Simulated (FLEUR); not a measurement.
# Anisotropy of free Fe(001) film, 4 layers with FLEUR, part 2 of 2

One state of free Fe(001) film, 4 layers is converged without symmetry. Force theorems then give its anisotropy.

FLEUR MaX-R8.1; PBE; all-electron FLAPW film, Dirac cores, scalar-relativistic bands.

So far. Step 2 (The magnetic state): After 40 cycles the largest moment stands at 2.99 μB.

**5. Spin–orbit coupling, moments along z**

Level of this step: PBE; all-electron FLAPW film, Dirac cores, scalar-relativistic bands with spin-orbit coupling (FLEUR).

Spin–orbit coupling ties the spins to the lattice and lets orbital moments form.

A new self-consistent run of the start ferro ++++, with the moments along z. The k list default-1 (kpts.xml, not shown) is a Γ-centred 26×26×1 mesh.

Contents of inp.xml:

```
<?xml version="1.0" encoding="UTF-8" standalone="no"?>
<fleurInput fleurInputVersion="0.39">
   <comment>
      Fe
   </comment>
   <calculationSetup>
      <cutoffs Kmax="3.68" Gmax="11.0" GmaxXC="11.0" numbands="144"/>
      <scfLoop itmax="150" minDistance="0.00002" maxIterBroyd="15" imix="Anderson" alpha="0.03" precondParam="0.0" spinf="2.0" sdNocoIR="T"/>
      <coreElectrons ctail="T" frcor="F" kcrel="0" coretail_lmax="0"/>
      <xcFunctional name="pbe" relativisticCorrections="F"/>
      <magnetism jspins="2"/>
      <soc l_soc="T" theta="0.0" phi="0.0" spav="F"/>
      <expertModes spex="0" secvar="F"/>
      <geometryOptimization l_f="F" forcealpha="1.0" forcemix="BFGS" epsdisp="0.00001" epsforce="0.00001"/>
      <ldaU l_linMix="F" mixParam="0.05" spinf="1.0"/>
   </calculationSetup>
   <cell>
      <bzIntegration valenceElectrons="64.0" mode="hist" fermiSmearingEnergy="0.00183747">
         <kPointListSelection listName="default-1"/>
         <xi:include xmlns:xi="http://www.w3.org/2001/XInclude" href="kpts.xml"> </xi:include>
      </bzIntegration>
      <xi:include xmlns:xi="http://www.w3.org/2001/XInclude" href="sym.xml"> </xi:include>
      <filmLattice scale="1.0" dVac="13.38" dTilda="15.88">
         <bravaisMatrixFilm>
            <row-1>    5.4159550731035999     0.0000000000000000</row-1>
            <row-2>    0.0000000000000000     5.4159550731035999</row-2>
         </bravaisMatrixFilm>
         <vacuumEnergyParameters vacuum="1" spinUp="-.25" spinDown="-.25"/>
      </filmLattice>
   </cell>
   <atomSpecies>
      <species name="Iron (Fe) 2.800" element="Fe" atomicNumber="26">
         <mtSphere radius="2.23" gridPoints="737" logIncrement="0.016"/>
         <atomicCutoffs lmax="8" lnonsphr="6"/>
         <electronConfig flipSpins="F">
            <coreConfig>(1s1/2) (2s1/2) (2p1/2) (2p3/2)</coreConfig>
            <valenceConfig>(3s1/2) (3p1/2) (3p3/2) (4s1/2) (3d3/2) (3d5/2)</valenceConfig>
            <stateOccupation state="(3d3/2)" spinUp="1.4" spinDown="1.0"/>
            <stateOccupation state="(3d5/2)" spinUp="3.0" spinDown="0.6"/>
         </electronConfig>
         <energyParameters s="4" p="4" d="3" f="4"/>
         <lo type="SCLO" l="0" n="3" eDeriv="0"/>
         <lo type="SCLO" l="1" n="3" eDeriv="0"/>
      </species>
   </atomSpecies>
   <atomGroups>
      <atomGroup species="Iron (Fe) 2.800">
         <filmPos label="                   1">-1.000/4.000 -1.000/4.000 -4.0619512532</filmPos>
         <filmPos label="                   4">1.000/4.000 1.000/4.000 4.0619512532</filmPos>
         <force calculate="T" relaxXYZ="TTT"/>
      </atomGroup>
      <atomGroup species="Iron (Fe) 2.800">
         <filmPos label="                   2">1.000/4.000 1.000/4.000 -1.3539837511</filmPos>
         <filmPos label="                   3">-1.000/4.000 -1.000/4.000 1.3539837511</filmPos>
         <force calculate="T" relaxXYZ="TTT"/>
      </atomGroup>
   </atomGroups>
   <output dos="F" band="F" slice="F">
      <bandDOS minEnergy="-.5*Htr" maxEnergy="0.5*Htr" sigma="0.015" storeEVData="T"/>
      <plotting iplot="0" polar="F">
         <plot TwoD="T" vec1="  1.0  0.0  0.0" vec2="  0.0  1.0  0.0" vec3="  0.0  0.0  1.0" zero="  0.0  0.0 -0.5" file="plot"/>
      </plotting>
      <moessbauerParams electricFieldGradient="F" isomerShift="F" coreHyperfine="F" valenceHyperfine="F"/>
   </output>
</fleurInput>
```

Contents of crystal.txt:

```
Fe
&input film=T cartesian=F /
2.86600000000  0.00000000000  0.00000000000
0.00000000000  2.86600000000  0.00000000000
0.00000000000  0.00000000000  1.00000000000
1.8897261246
1.0 1.0 1.0

4
26 0.00000000000  0.00000000000  -4.06195125321 : 2.800
26 0.50000000000  0.50000000000  -1.35398375107 : 2.800
26 0.00000000000  0.00000000000  1.35398375107 : 2.800
26 0.50000000000  0.50000000000  4.06195125321 : 2.800

&soc 0.0000000 0.0000000 /
&kpt div1=26 div2=26 div3=1 gamma=T /
```

Command:

```
$ OMP_NUM_THREADS=1 inpgen -f crystal.txt > inpgen.log  # inp.xml is then edited as shown
$ OMP_NUM_THREADS=1 mpirun -n 8 fleur_MPI > fleur.log
```

The log of the run:

```text
[banner, memory and clock lines left out]
Welcome to FLEUR        (www.flapw.de)
      MaX-Release 8.1          (www.max-centre.eu)

 ========== k-point set info ==========
 Selected k-point list: default-1
 k-point list type: mesh
 0 x 0 x 0
 Number of k points: 176

 [... set-up left out ...]
 Iteration:     1   Distance:      32.58563074 me/bohr^3
 Iteration:     2   Distance:      13.38497075 me/bohr^3
 Iteration:     3   Distance:      12.95396890 me/bohr^3
 Iteration:     4   Distance:       8.69885607 me/bohr^3
 Iteration:     5   Distance:       7.15361279 me/bohr^3
 Iteration:     6   Distance:       6.85144237 me/bohr^3
 Iteration:     7   Distance:       6.66598950 me/bohr^3
 Iteration:     8   Distance:       5.64474147 me/bohr^3
 Iteration:     9   Distance:       2.66514416 me/bohr^3
 Iteration:    10   Distance:       1.94393154 me/bohr^3
[... 13 iterations left out ...]
 Iteration:    24   Distance:       0.00634778 me/bohr^3
 Iteration:    25   Distance:       0.00144648 me/bohr^3
 Iteration:    26   Distance:       0.00127921 me/bohr^3
 Iteration:    27   Distance:       0.00030526 me/bohr^3
 Iteration:    28   Distance:       0.00019066 me/bohr^3
 Iteration:    29   Distance:       0.00008066 me/bohr^3
 Iteration:    30   Distance:       0.00006591 me/bohr^3
 Iteration:    31   Distance:       0.00005646 me/bohr^3
 Iteration:    32   Distance:       0.00003514 me/bohr^3
 Iteration:    33   Distance:       0.00001756 me/bohr^3

 ********************************************************************
 Run finished successfully
 Stop message:
   all done
 ********************************************************************

--- out.xml (last complete iteration) ---
<iteration numberForCurrentRun="   33" overallNumber="   33">
         [... left out ...]
         <bandgap value="0.0000000000" units="eV"/>
         <sumValenceSingleParticleEnergies value="-84.1776852020" units="Htr"/>
         <FermiEnergy value="-0.1435885548" units="Htr"/>
         [... left out ...]
         <magneticMomentsInMTSpheres units="muBohr">
            <globalMagMoment atomType="1" vec="0.00000   0.00000   2.99104"/>
            <globalMagMoment atomType="2" vec="0.00000   0.00000   2.50882"/>
         </magneticMomentsInMTSpheres>
         <orbitalMomentsInMTSpheres units="muBohr">
            <globalMagMoment atomType="1" vec="0.00000   0.00000   0.10905"/>
            <globalMagMoment atomType="2" vec="0.00000   0.00000   0.05244"/>
         </orbitalMomentsInMTSpheres>
         [... left out ...]
         <totalEnergy value="    -5091.1153040530" units="Htr">
            <sumOfEigenvalues value="    -2993.5675651209">
               <coreElectrons value="-2909.3898799189"/>
               <valenceElectrons value="-84.1776852020"/>
            </sumOfEigenvalues>
         [... left out ...]
            <freeEnergy value="-5091.1171411837"/>
            <extrapolationTo0K value="-5091.1162226183"/>
         </totalEnergy>
         <densityConvergence units="me/bohr^3">
            <chargeDensity spin="1" distance="0.0000103981"/>
            <chargeDensity spin="2" distance="0.0000119381"/>
            <overallChargeDensity distance="0.0000138924"/>
            <spinDensity distance="0.0000175578"/>
         </densityConvergence>
      </iteration>
```

Run time: 3.9 min. Hardware: 8 MPI ranks of AMD EPYC 9B45 (Zen 5), shared host; peak memory 1.4 GiB.

Spin moment in the muffin-tin sphere by atom:

```csv
atom,spin moment in the muffin-tin sphere (μB)
Fe1,2.99
Fe2,2.51
Fe3,2.51
Fe4,2.99
```

This step gave:

* free energy: -138536.3550 eV
* program's band gap on this mesh (in a metal only a level spacing): 0 eV
* magnetization: 11.09 μB
* final state: ferromagnetic
* orbital moment along the spin: 0.1090 μB

Orbital moment in the sphere, along the spin axis by atom:

```csv
atom,"orbital moment in the sphere, along the spin axis (μB)"
Fe1,0.109
Fe2,0.052
Fe3,0.052
Fe4,0.109
```

**6. Results**

```yaml
reference_state: ferromagnetic
largest_sphere_moment: 2.99 μB
easy_direction_of_those_tried: z
energy_along_x_less_z_force_theorem: 1.49 meV a primitive cell
orbital_moment_on_the_atom_of_largest_spin_along_its_spin_spin_orbit_run: 0.109 μB
```

What this shows: By the force theorem the moments prefer z; shape anisotropy is not in it, and in a film it favours the plane. The difference for the second direction goes from 1.6 meV (mesh 17×17×1, 128 states, 2.3 min of CPU time) to 1.5 meV (mesh 26×26×1, 128 states, 4.9 min). The orbital moment is parallel to the spin. The state was typed, and no other order was converged beside it, so it need not be the ground state.

[Logs and program files are shortened in this print: banners, set-up blocks, solver, clock and traceback lines can be left out without a mark of their own.]

[Logs are printed without paths, hosts, clocks, repeated set-up lines and the standing remarks that a program may print on its own settings, such as how far it seeks lower states.]

[Hosts, paths, dates, database ids (printed as entryN), source tags and the programs' standing remarks are cut or masked in the printed files.]

[Where a cell is said to come from a database of computed structures, the database is the Materials Project.]
